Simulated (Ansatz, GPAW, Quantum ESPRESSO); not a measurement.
**The valence band of CoSi2 as photoemission sees it**

Wanted: projected DOS of CoSi2, weighted into photoemission and X-ray emission spectra, at several levels of theory.

Calculated with Ansatz 0.2.0, Quantum ESPRESSO 7.5 and GPAW 26.7.0; DFT, PBE, plane-wave PAW, default files, scalar-relativistic, in the first sound run; inputs show where later runs differ.

Most raw output is cut from this account.

The database entry behind the starting cell differs from later determinations by our own check (0.1 to 0.3 % short, probably kX units), so it need not match the best structure at ambient conditions.

**1. The structure**

Symmetry: Fm-3m, No. 225, cubic system. The conventional cell has a = 5.356 Å, b = 5.356 Å, c = 5.356 Å, α = 90.00°, β = 90.00°, γ = 90.00°. Co has 8 Si at 2.32 Å nearest. Nearest to Si lie 4 Co at 2.32 Å. Farther neighbours are not listed.

**2. Self-consistent run, DOS and bands**

First the ground state, then the DOS by atom and shell, which the cross sections turn into spectra. The DOS is taken on a denser mesh than the density.

input.yaml

```yaml
crystal:
  lattice:
    - [0.0, 2.678, 2.678]
    - [2.678, 0.0, 2.678]
    - [2.678, 2.678, 0.0]
  atoms:
    - { symbol: Co, position: [0.0, 0.0, 0.0], spin: 2.0 }
    - { symbol: Si, position: [0.75, 0.75, 0.75] }
    - { symbol: Si, position: [0.25, 0.25, 0.25] }
magnetization:
  spin_polarized: true
kpoints:
  mp_grid: { grid: [12, 12, 12] }
  band_path:
    path:
      - [[0.0, 0.0, 0.0], [0.5, 0.0, 0.5], [0.625, 0.25, 0.625]]
      - [[0.375, 0.375, 0.75], [0.0, 0.0, 0.0], [0.5, 0.5, 0.5], [0.5, 0.25, 0.75], [0.5, 0.0, 0.5]]
    npoints: 15
scf:
  occupations: { method: fermi_dirac, width: 0.05 }
  n_extra_bands: 10
hamiltonian:
  xc: pbe
  pseudopotentials: { kind: paw }
output:
  forces: true
  stress: true
  dos:
    projected: true
    de: 0.05
    e_range: [-30, 12]
    nscf_kmesh: { grid: [20, 20, 20] }
  fatbands: true
```

The run is started by

```sh
$ ansatz run input.yaml --threads 2 --pin off --max-ram 6144MiB --backend cpu --events-out ev --progress --plain --runs-dir out
```

It took 16 s on 2 threads of Arm Neoverse V1, shared host; peak memory 0.44 GiB.

Numbers from this step:

| Item | Value |
| --- | --- |
| free energy | -6399.1801 eV |
| energy at zero smearing | -6399.1762 eV |
| smearing term TS | 0.007795 eV |
| Fermi energy | 12.87 eV |
| symmetry operations | 48 |
| pressure | 0.3829 GPa |
| zero of energy | Fermi level |
| share of occupied states in no projected shell | 0.02 of the occupied states in the window |
| DOS at the Fermi level | 1.044 states/eV/cell |

The electronic bands at the labelled points (eV, zero at the Fermi level; # counts the bands kept):

| point | up #7 | up #8 | up #9 | up #10 | down #7 | down #8 | down #9 | down #10 |
| --- | --- | --- | --- | --- | --- | --- | --- | --- |
| Γ | 0.77 | 3.44 | 3.44 | 3.44 | 0.77 | 3.44 | 3.44 | 3.44 |
| 0.47 of the way | -0.10 | -0.10 | 0.04 | 1.41 | -0.10 | -0.10 | 0.04 | 1.41 |
| X | -1.93 | -1.91 | -1.31 | 1.62 | -1.93 | -1.91 | -1.31 | 1.62 |
| 0.47 of the way | -1.90 | -1.54 | -1.24 | 1.77 | -1.90 | -1.54 | -1.24 | 1.77 |
| U | -1.74 | -1.21 | -0.95 | 2.00 | -1.74 | -1.21 | -0.95 | 2.00 |
| jump to K | -1.74 | -1.21 | -0.95 | 2.00 | -1.74 | -1.21 | -0.95 | 2.00 |
| 0.47 of the way | -1.64 | -0.59 | 1.08 | 2.97 | -1.64 | -0.59 | 1.08 | 2.97 |
| Γ | 0.77 | 3.44 | 3.44 | 3.44 | 0.77 | 3.44 | 3.44 | 3.44 |
| 0.47 of the way | -0.65 | 1.36 | 1.36 | 2.19 | -0.65 | 1.36 | 1.36 | 2.19 |
| L | -1.60 | -0.47 | -0.47 | 2.71 | -1.60 | -0.47 | -0.47 | 2.71 |
| 0.53 of the way | -1.75 | -1.03 | -0.59 | 2.69 | -1.75 | -1.03 | -0.59 | 2.69 |
| W | -1.93 | -1.43 | -0.66 | 3.65 | -1.93 | -1.43 | -0.66 | 3.65 |
| 0.53 of the way | -1.93 | -1.50 | -1.04 | 2.02 | -1.93 | -1.50 | -1.04 | 2.02 |
| X | -1.93 | -1.91 | -1.31 | 1.62 | -1.93 | -1.91 | -1.31 | 1.62 |

Of the projections kept (Co s, Co d, Si s, Si p, not projected), the largest for each band there; the rest of the weight can lie on other orbitals:

| point | up #7 | up #8 | up #9 | up #10 | down #7 | down #8 | down #9 | down #10 |
| --- | --- | --- | --- | --- | --- | --- | --- | --- |
| Γ | Si s 1.00 | not projected 0.92 | not projected 0.92 | not projected 0.92 | Si s 1.00 | not projected 0.92 | not projected 0.92 | not projected 0.92 |
| X | Co d 0.94 | Co d 0.68 | Co d 0.99 | Co d 0.63 | Co d 0.94 | Co d 0.68 | Co d 0.99 | Co d 0.63 |
| U | Co d 0.89 | Co d 0.82 | Co d 0.81 | Co d 0.47 | Co d 0.89 | Co d 0.82 | Co d 0.81 | Co d 0.47 |
| K | Co d 0.89 | Co d 0.82 | Co d 0.81 | Co d 0.47 | Co d 0.89 | Co d 0.82 | Co d 0.81 | Co d 0.47 |
| Γ | Si s 1.00 | not projected 0.92 | not projected 0.92 | not projected 0.92 | Si s 1.00 | not projected 0.92 | not projected 0.92 | not projected 0.92 |
| L | Co d 0.97 | Si p 0.93 | Si p 0.93 | Si s 0.45 | Co d 0.97 | Si p 0.93 | Si p 0.93 | Si s 0.45 |

The DOS has structure finer than the step of the table below, so its rows give means over 1 eV, whole bins alone (the curve runs from -14.6 to 10.1 eV). Peaks (eV: height): total -3.6: 3.38, -1.9: 5.79, -1.3: 3.43, -0.7: 3.12; Co 3d -3.6: 1.71, -1.6: 5.10, 3.7: 0.688; Si 3p -4.0: 1.68, -0.6: 0.991, 2.4: 0.883, 3.7: 1.62; Si 3s -9.0: 0.512, 0.8: 0.144, 2.4: 0.749, 3.7: 0.309; Co 4s -1.9: 0.139, 3.9: 0.162, 5.4: 0.161, 7.2: 0.198.

* holds the states left over by the projection beside any projected weight of its own. Table of DOS by E, zero at the Fermi level; means over each step; values in states/eV/cell:

| E (eV) | total | Co 3d | Si 3p | Si 3s | Co 4s | Co 4p* |
| --- | --- | --- | --- | --- | --- | --- |
| -14 | 0 | 0 | 0 | 0 | 0 | 0 |
| -13 | 0.0888 | 2.8e-5 | 0.00866 | 0.0480 | 0.0316 | 6.6e-5 |
| -12 | 0.300 | 7.8e-4 | 0.0667 | 0.154 | 0.0767 | 0.00125 |
| -11 | 0.438 | 0.00408 | 0.133 | 0.222 | 0.0758 | 0.00317 |
| -10 | 0.598 | 0.0147 | 0.196 | 0.310 | 0.0715 | 0.00481 |
| -9 | 0.729 | 0.0273 | 0.220 | 0.436 | 0.0362 | 0.00858 |
| -8 | 0.755 | 0.0672 | 0.249 | 0.418 | 0.0128 | 0.00907 |
| -7 | 0.731 | 0.127 | 0.264 | 0.316 | 0.0165 | 0.00711 |
| -6 | 0.768 | 0.151 | 0.407 | 0.171 | 0.0318 | 0.00711 |
| -5 | 0.996 | 0.237 | 0.608 | 0.101 | 0.0382 | 0.0120 |
| -4 | 2.50 | 1.04 | 1.29 | 0.0898 | 0.0449 | 0.0288 |
| -3 | 1.76 | 0.969 | 0.663 | 0.0606 | 0.0311 | 0.0321 |
| -2 | 3.74 | 3.13 | 0.409 | 0.0335 | 0.0710 | 0.0966 |
| -1 | 2.84 | 2.04 | 0.568 | 0.0528 | 0.0540 | 0.118 |
| 0 | 1.18 | 0.529 | 0.500 | 0.0462 | 0.0109 | 0.0967 |
| 1 | 0.435 | 0.128 | 0.184 | 0.0623 | 0.00301 | 0.0580 |
| 2 | 1.45 | 0.494 | 0.388 | 0.448 | 0.0115 | 0.104 |
| 3 | 0.896 | 0.194 | 0.327 | 0.202 | 0.0587 | 0.113 |
| 4 | 1.97 | 0.352 | 1.00 | 0.192 | 0.128 | 0.297 |
| 5 | 1.38 | 0.137 | 0.696 | 0.167 | 0.0928 | 0.292 |
| 6 | 1.60 | 0.0982 | 0.789 | 0.128 | 0.114 | 0.467 |
| 7 | 1.46 | 0.0610 | 0.680 | 0.0895 | 0.141 | 0.493 |
| 8 | 1.36 | 0.0413 | 0.569 | 0.0575 | 0.106 | 0.585 |
| 9 | 1.47 | 0.0352 | 0.531 | 0.0353 | 0.0812 | 0.782 |

Sums over each group's atoms; a table of it gives point samples, which can step over narrow peaks. The DOS of the group by E, zero at the Fermi level; values in states/eV:

| E (eV) | Co1: Co 3d | Si2: Si 3p | Si2: Si 3s | Co1: Co 4s |
| --- | --- | --- | --- | --- |
| -14 | 0 | 0 | 0 | 0 |
| -13 | 6.2e-6 | 0.00441 | 0.0453 | 0.0319 |
| -12 | 6.9e-4 | 0.0667 | 0.155 | 0.0778 |
| -11 | 0.00387 | 0.134 | 0.221 | 0.0760 |
| -10 | 0.0148 | 0.203 | 0.314 | 0.0735 |
| -9 | 0.0252 | 0.222 | 0.477 | 0.0348 |
| -8 | 0.0692 | 0.254 | 0.432 | 0.0135 |
| -7 | 0.121 | 0.253 | 0.305 | 0.0158 |
| -6 | 0.141 | 0.398 | 0.158 | 0.0328 |
| -5 | 0.225 | 0.598 | 0.0987 | 0.0379 |
| -4 | 1.21 | 1.54 | 0.0997 | 0.0563 |
| -3 | 1.07 | 0.677 | 0.0756 | 0.0425 |
| -2 | 3.40 | 0.446 | 0.0298 | 0.0948 |
| -1 | 1.80 | 0.560 | 0.0590 | 0.0451 |
| 0 | 0.460 | 0.454 | 0.0452 | 0.00978 |
| 1 | 0.111 | 0.174 | 0.0623 | 0.00266 |
| 2 | 0.551 | 0.315 | 0.441 | 0.0131 |
| 3 | 0.142 | 0.230 | 0.124 | 0.0525 |
| 4 | 0.351 | 1.06 | 0.202 | 0.140 |
| 5 | 0.121 | 0.651 | 0.163 | 0.0655 |
| 6 | 0.0960 | 0.780 | 0.126 | 0.115 |
| 7 | 0.0619 | 0.694 | 0.0920 | 0.160 |
| 8 | 0.0414 | 0.584 | 0.0588 | 0.114 |
| 9 | 0.0356 | 0.547 | 0.0352 | 0.0835 |
| 10 | 0.0256 | 0.328 | 0.0233 | 0.0677 |

This run's widths, added to any smearing of the DOS itself: Gaussian 0.6 eV, Lorentzian 0.2 eV plus 0.03 an eV of depth. The intensity by binding energy, zero at the Fermi level; values in % of the maximum within 13 eV:

| binding energy (eV) | 21.2 eV | 100 eV | 1486.7 eV | 2150 eV | 5414.7 eV |
| --- | --- | --- | --- | --- | --- |
| -1.0 | 1.77 | 1.62 | 1.77 | 1.87 | 2.29 |
| -0.5 | 4.04 | 3.60 | 3.93 | 4.14 | 4.91 |
| 0.0 | 17.2 | 14.9 | 16.3 | 17.2 | 19.8 |
| 0.5 | 43.2 | 38.9 | 41.2 | 42.5 | 45.8 |
| 1.0 | 64.5 | 61.9 | 63.7 | 64.8 | 66.9 |
| 1.5 | 94.1 | 93.9 | 94.2 | 94.5 | 91.2 |
| 2.0 | 86.3 | 85.7 | 86.0 | 86.2 | 83.0 |
| 2.5 | 48.8 | 46.4 | 48.1 | 49.4 | 52.9 |
| 3.0 | 39.1 | 34.9 | 37.9 | 40.0 | 48.1 |
| 3.5 | 43.3 | 36.8 | 40.6 | 43.0 | 52.1 |
| 4.0 | 41.0 | 33.4 | 38.5 | 41.9 | 56.6 |
| 4.5 | 24.9 | 18.8 | 24.3 | 28.2 | 47.1 |
| 5.0 | 16.4 | 11.5 | 17.2 | 21.4 | 42.4 |
| 5.5 | 13.1 | 8.63 | 15.0 | 19.8 | 44.1 |
| 6.0 | 11.8 | 7.47 | 15.5 | 21.5 | 52.4 |
| 6.5 | 11.6 | 7.13 | 17.6 | 25.5 | 66.0 |
| 7.0 | 10.9 | 6.31 | 18.5 | 27.7 | 74.8 |
| 7.5 | 10.2 | 5.45 | 19.2 | 29.6 | 82.6 |
| 8.0 | 10.2 | 4.92 | 20.5 | 32.2 | 92.6 |
| 8.5 | 9.86 | 4.35 | 21.0 | 33.7 | 98.9 |
| 9.0 | 8.95 | 3.72 | 20.2 | 32.7 | 98.1 |
| 9.5 | 7.73 | 3.15 | 17.8 | 29.1 | 89.1 |
| 10.0 | 6.72 | 2.70 | 15.8 | 26.0 | 80.9 |
| 10.5 | 5.43 | 2.22 | 13.7 | 22.7 | 71.6 |
| 11.0 | 3.63 | 1.82 | 11.9 | 19.8 | 63.6 |
| 11.5 | - | 1.48 | 10.2 | 17.2 | 56.0 |
| 12.0 | - | 1.16 | 8.48 | 14.3 | 47.4 |
| 12.5 | - | 0.837 | 6.31 | 10.7 | 35.9 |
| 13.0 | - | 0.503 | 3.60 | 6.10 | 20.4 |
| 13.5 | - | 0.276 | 1.58 | 2.62 | 8.56 |
| 14.0 | - | 0.188 | 0.850 | 1.38 | 4.32 |
| 14.5 | - | 0.150 | 0.584 | 0.926 | 2.82 |

Maxima picked by a test of local sharpness, so broad peaks and shoulders can be missing; peaks within 0.45 eV of a curve's cut are left out. Valence peaks, by row:

| photon energy (eV) | binding energy (eV) | height (% of the maximum within 13 eV) | main shell | its share (%) |
| --- | --- | --- | --- | --- |
| 21.2 | 3.7 | 45.07 | Co 3d | 70.43 |
| 21.2 | 1.7 | 100 | Co 3d | 94.05 |
| 100 | 3.7 | 37.69 | Co 3d | 88 |
| 100 | 1.7 | 100 | Co 3d | 98.26 |
| 1487 | 3.7 | 42.06 | Co 3d | 74.98 |
| 1487 | 1.7 | 100 | Co 3d | 93.42 |
| 2150 | 8.6 | 33.77 | Si 3s | 87.63 |
| 2150 | 3.75 | 44.96 | Co 3d | 66.81 |
| 2150 | 1.7 | 100 | Co 3d | 89.7 |
| 5415 | 8.75 | 100 | Si 3s | 90.71 |
| 5415 | 3.9 | 57.24 | Co 3d | 35.01 |
| 5415 | 1.7 | 95.14 | Co 3d | 66.78 |

Shapes are the site's partial DOS without matrix elements, which overweights lines from ligand s bands. Table of intensity by emission energy less the core level's binding energy, zero at the Fermi level; read off at these points; values in % of the unpolarised maximum:

| emission energy less the core level's binding energy (eV) | Co L-alpha | Si K-beta | Si L2,3 |
| --- | --- | --- | --- |
| -14.50 | 0.185 | 0.990 | 1.39 |
| -14.00 | 0.204 | 1.27 | 2.22 |
| -13.50 | 0.228 | 1.81 | 5.05 |
| -13.00 | 0.259 | 2.91 | 13.2 |
| -12.50 | 0.301 | 4.82 | 24.5 |
| -12.00 | 0.361 | 7.35 | 34.1 |
| -11.50 | 0.449 | 10.1 | 42.3 |
| -11.00 | 0.578 | 12.9 | 50.3 |
| -10.50 | 0.765 | 15.7 | 59.3 |
| -10.00 | 1.02 | 18.0 | 70.0 |
| -9.50 | 1.32 | 19.8 | 81.9 |
| -9.00 | 1.73 | 21.7 | 95.5 |
| -8.57 | 2.24 | 23.5 | 100.0 |
| -8.50 | 2.34 | 23.7 | 99.7 |
| -8.00 | 3.16 | 24.7 | 93.6 |
| -7.50 | 4.11 | 25.6 | 82.5 |
| -7.00 | 5.22 | 28.8 | 71.8 |
| -6.50 | 6.25 | 34.3 | 58.8 |
| -6.00 | 7.19 | 41.1 | 41.9 |
| -5.50 | 8.92 | 49.6 | 30.6 |
| -5.00 | 12.7 | 61.7 | 25.2 |
| -4.50 | 20.9 | 80.6 | 22.9 |
| -4.00 | 32.7 | 98.6 | 21.4 |
| -3.88 | 35.0 | 99.9 | 20.7 |
| -3.50 | 38.8 | 92.0 | 17.7 |
| -3.00 | 42.6 | 69.1 | 15.1 |
| -2.50 | 59.1 | 52.4 | 11.2 |
| -2.00 | 90.2 | 44.5 | 8.97 |
| -1.68 | 99.9 | 42.1 | 9.86 |
| -1.50 | 97.1 | 42.4 | 10.7 |
| -1.00 | 71.4 | 50.7 | 12.6 |
| -0.50 | 44.1 | 52.8 | 11.4 |
| 0.00 | 21.0 | 32.3 | 6.05 |
| 0.50 | 8.07 | 12.4 | 1.22 |
| 1.00 | 3.82 | 5.24 | 0.350 |

The broadened DOS, unweighted empty DOS has structure finer than the step of the table below, so its rows give means over 0.5 eV, whole bins alone (the curve runs from -0.925 to 9.57 eV). Peaks (eV: height): 0.38: 0.663, 2.38: 1.84, 3.88: 2.11, 5.58: 1.67.

The broadened DOS, unweighted empty DOS by E, zero at the Fermi level; means over each step:

E (eV), broadened DOS, unweighted empty DOS (states/eV/cell) and a bar:
```
     -0.5       0.04 
      0.0       0.42 ######
      0.5       0.62 #########
      1.0       0.45 ######
      1.5       0.63 #########
      2.0       1.40 #####################
      2.5       1.67 #########################
      3.0       0.91 ##############
      3.5       1.40 #####################
      4.0       1.95 ##############################
      4.5       1.39 #####################
      5.0       1.36 #####################
      5.5       1.65 #########################
      6.0       1.60 ########################
      6.5       1.49 #######################
      7.0       1.47 ######################
      7.5       1.42 ######################
      8.0       1.37 #####################
      8.5       1.37 #####################
      9.0       1.47 ######################
```

The spectra weight each projected shell by its atomic cross section (Dirac–Hartree–Slater) and angular factor, for linear light with the analyser at 30° from the polarisation. Broadening, on top of any smearing of the DOS itself: a Gaussian of 0.6 eV and a Lorentzian of 0.2 eV plus 0.03 times the binding energy (full widths), Fermi edge at 20 K. Curves are cut 10 eV under the photon energy, above any shell that the free atom's threshold puts out of reach, or at the lower edge of the window: 11.2 eV at 21.2 eV, 14.6 eV at 100 eV, 14.6 eV at 1486.7 eV, 14.6 eV at 2150 eV and 14.6 eV at 5414.7 eV. A star in tables and legends marks shells that hold the states left over by the projection (2.0 % of the filled ones), a stand-in for orbitals that the files don't project on. Dipole terms alone, which is rough above 3 keV; no background, satellites or final-state effects.

Share of each shell in the spectrum's area (%), by photon energy:

| shell | 21.2 eV | 100 eV | 1486.7 eV | 2150 eV | 5414.7 eV |
| --- | --- | --- | --- | --- | --- |
| Co 4s | 0.6 | 0.3 | 4.2 | 6.7 | 15.6 |
| Co 3d | 72.5 | 88.8 | 61.1 | 48.6 | 18.3 |
| Si 3s | 9.1 | 3.8 | 27.0 | 37.5 | 61.4 |
| Si 3p | 16.7 | 7.0 | 7.1 | 6.6 | 3.9 |

Cross sections used, in Mb an electron:

| shell | 21.2 eV | 100 eV | 1486.7 eV | 2150 eV | 5414.7 eV |
| --- | --- | --- | --- | --- | --- |
| Co 4s | 0.043 | 0.026 | 3.4e-4 | 1.6e-4 | 2.2e-5 |
| Co 3d | 0.70 | 0.79 | 5.2e-4 | 1.3e-4 | 3.3e-6 |
| Si 3s | 0.13 | 0.076 | 5.3e-4 | 2.3e-4 | 2.1e-5 |
| Si 3p | 0.15 | 0.070 | 8.8e-5 | 2.7e-5 | 1.1e-6 |

The starting moments died away, so the state found is non-magnetic. At the Fermi level the DOS is 1.04 states/eV a cell, and on the broadened curves Co 3d holds 43 % of the total there.

**3. With LDA**

This step: DFT, LDA, plane-wave PAW, default files, scalar-relativistic (Ansatz 0.2.0).

The run is repeated with LDA on the same cell, to see how much the levels hang on the functional.

Edit input.yaml of step 2 so:

```diff
@@ -22,3 +22,3 @@
 hamiltonian:
-  xc: pbe
+  xc: lda
   pseudopotentials: { kind: paw }
```

Wall time 15 s (2 threads); peak memory 0.43 GiB; 30 s of CPU time.

This step gave:

* free energy: -6281.8791 eV
* energy at zero smearing: -6281.8753 eV
* smearing term TS: 0.007661 eV
* Fermi energy: 12.60 eV
* pressure: -8.514 GPa
* share of occupied states in no projected shell: 0.0198 of the occupied states in the window
* DOS at the Fermi level: 1.046 states/eV/cell

The electronic bands at the labelled points (eV, zero at the Fermi level; # counts the bands kept):

| point | up #7 | up #8 | up #9 | up #10 | down #7 | down #8 | down #9 | down #10 |
| --- | --- | --- | --- | --- | --- | --- | --- | --- |
| Γ | 0.66 | 3.45 | 3.45 | 3.45 | 0.66 | 3.45 | 3.45 | 3.45 |
| 0.47 of the way | -0.11 | -0.11 | 0.04 | 1.34 | -0.11 | -0.11 | 0.04 | 1.34 |
| X | -1.99 | -1.91 | -1.32 | 1.57 | -1.99 | -1.91 | -1.32 | 1.57 |
| 0.47 of the way | -1.95 | -1.55 | -1.24 | 1.73 | -1.95 | -1.55 | -1.24 | 1.73 |
| U | -1.79 | -1.22 | -0.95 | 1.97 | -1.79 | -1.22 | -0.95 | 1.97 |
| jump to K | -1.79 | -1.22 | -0.95 | 1.97 | -1.79 | -1.22 | -0.95 | 1.97 |
| 0.47 of the way | -1.67 | -0.62 | 1.09 | 2.94 | -1.67 | -0.62 | 1.09 | 2.94 |
| Γ | 0.66 | 3.45 | 3.45 | 3.45 | 0.66 | 3.45 | 3.45 | 3.45 |
| 0.47 of the way | -0.68 | 1.37 | 1.37 | 2.10 | -0.68 | 1.37 | 1.37 | 2.10 |
| L | -1.63 | -0.44 | -0.44 | 2.64 | -1.63 | -0.44 | -0.44 | 2.64 |
| 0.53 of the way | -1.78 | -1.05 | -0.59 | 2.66 | -1.78 | -1.05 | -0.59 | 2.66 |
| W | -1.98 | -1.44 | -0.66 | 3.64 | -1.98 | -1.44 | -0.66 | 3.64 |
| 0.53 of the way | -1.99 | -1.50 | -1.05 | 1.98 | -1.99 | -1.50 | -1.05 | 1.98 |
| X | -1.99 | -1.91 | -1.32 | 1.57 | -1.99 | -1.91 | -1.32 | 1.57 |

Of the projections kept (Co s, Co d, Si s, Si p, not projected), the largest for each band there; the rest of the weight can lie on other orbitals:

| point | up #7 | up #8 | up #9 | up #10 | down #7 | down #8 | down #9 | down #10 |
| --- | --- | --- | --- | --- | --- | --- | --- | --- |
| Γ | Si s 1.00 | Si p 0.61 | Si p 0.61 | Si p 0.61 | Si s 1.00 | Si p 0.61 | Si p 0.61 | Si p 0.61 |
| X | Co d 0.94 | Co d 0.68 | Co d 0.99 | Co d 0.62 | Co d 0.94 | Co d 0.68 | Co d 0.99 | Co d 0.62 |
| U | Co d 0.89 | Co d 0.82 | Co d 0.80 | Co d 0.47 | Co d 0.89 | Co d 0.82 | Co d 0.80 | Co d 0.47 |
| K | Co d 0.89 | Co d 0.82 | Co d 0.80 | Co d 0.47 | Co d 0.89 | Co d 0.82 | Co d 0.80 | Co d 0.47 |
| Γ | Si s 1.00 | Si p 0.61 | Si p 0.61 | Si p 0.61 | Si s 1.00 | Si p 0.61 | Si p 0.61 | Si p 0.61 |
| L | Co d 0.97 | Si p 0.93 | Si p 0.93 | Si p 0.46 | Co d 0.97 | Si p 0.93 | Si p 0.93 | Si p 0.46 |

Maxima picked by a test of local sharpness, so broad peaks and shoulders can be missing; peaks within 0.45 eV of a curve's cut are left out. Valence peaks, by row:

| photon energy (eV) | binding energy (eV) | height (% of the maximum within 13 eV) | main shell | its share (%) |
| --- | --- | --- | --- | --- |
| 21.2 | 8.1 | 10.73 | Si 3s | 61.07 |
| 21.2 | 6.6 | 11.27 | Si 3s | 37.97 |
| 21.2 | 3.8 | 45.75 | Co 3d | 64.88 |
| 21.2 | 2.9 | 32.67 | Co 3d | 75.86 |
| 21.2 | 1.75 | 100 | Co 3d | 93.76 |
| 21.2 | 0.7 | 43.99 | Co 3d | 77.08 |
| 60 | 6.55 | 6.844 | Co 3d | 56.08 |
| 60 | 3.7 | 37.73 | Co 3d | 83.92 |
| 60 | 2.9 | 28.96 | Co 3d | 89.47 |
| 60 | 1.75 | 100 | Co 3d | 98 |
| 250 | 6.55 | 5.874 | Co 3d | 65.77 |
| 250 | 3.7 | 35.57 | Co 3d | 89.62 |
| 250 | 2.9 | 27.98 | Co 3d | 93.19 |
| 250 | 1.75 | 100 | Co 3d | 98.66 |
| 1487 | 8.8 | 19.66 | Si 3s | 87.87 |
| 1487 | 8.15 | 18.86 | Si 3s | 85.16 |
| 1487 | 6.65 | 16.05 | Si 3s | 66.34 |
| 1487 | 3.8 | 39.96 | Co 3d | 74.7 |
| 1487 | 2.9 | 31.15 | Co 3d | 80.01 |
| 1487 | 1.75 | 100 | Co 3d | 94.3 |
| 5415 | 9.7 | 80.77 | Si 3s | 80.82 |
| 5415 | 8.85 | 100 | Si 3s | 92.29 |
| 5415 | 8.2 | 90.99 | Si 3s | 94.41 |
| 5415 | 3.95 | 55.38 | Co 3d | 33.75 |
| 5415 | 2.9 | 42.15 | Co 3d | 39.05 |
| 5415 | 1.8 | 91.86 | Co 3d | 67.21 |

Spectra as before, but with a recipe of its own (widths, and in some runs the light), which changes peak heights and what is resolved: Gaussian 0.3 eV, Lorentzian 0.05 eV plus 0 times the binding energy, linear light, analyser at 10°, Fermi edge at 300 K; some photon energies differ too.

Side by side:

| quantity | this run | base run | difference |
| --- | --- | --- | --- |
| DOS at the Fermi level (states/eV/cell) | 1.0457 | 1.0442 | 0.00150 |

The starting moments have collapsed: the run ends non-magnetic.

[end of part 1 of 2]

[Logs are printed without paths, hosts, clocks, repeated set-up lines and the standing remarks that a program may print on its own settings, such as how far it seeks lower states.]

[Hosts, paths, dates, database ids (printed as entryN), source tags and the programs' standing remarks are cut or masked in the printed files.]

[Maps of the electrostatic potential energy from Ansatz leave out the sawtooth potential of an applied field or a dipole correction, so their vacuum need not be flat; work functions include it.]

[Peak lists hold at most the 14 tallest peaks of each spectrum; further lines can be left out.]
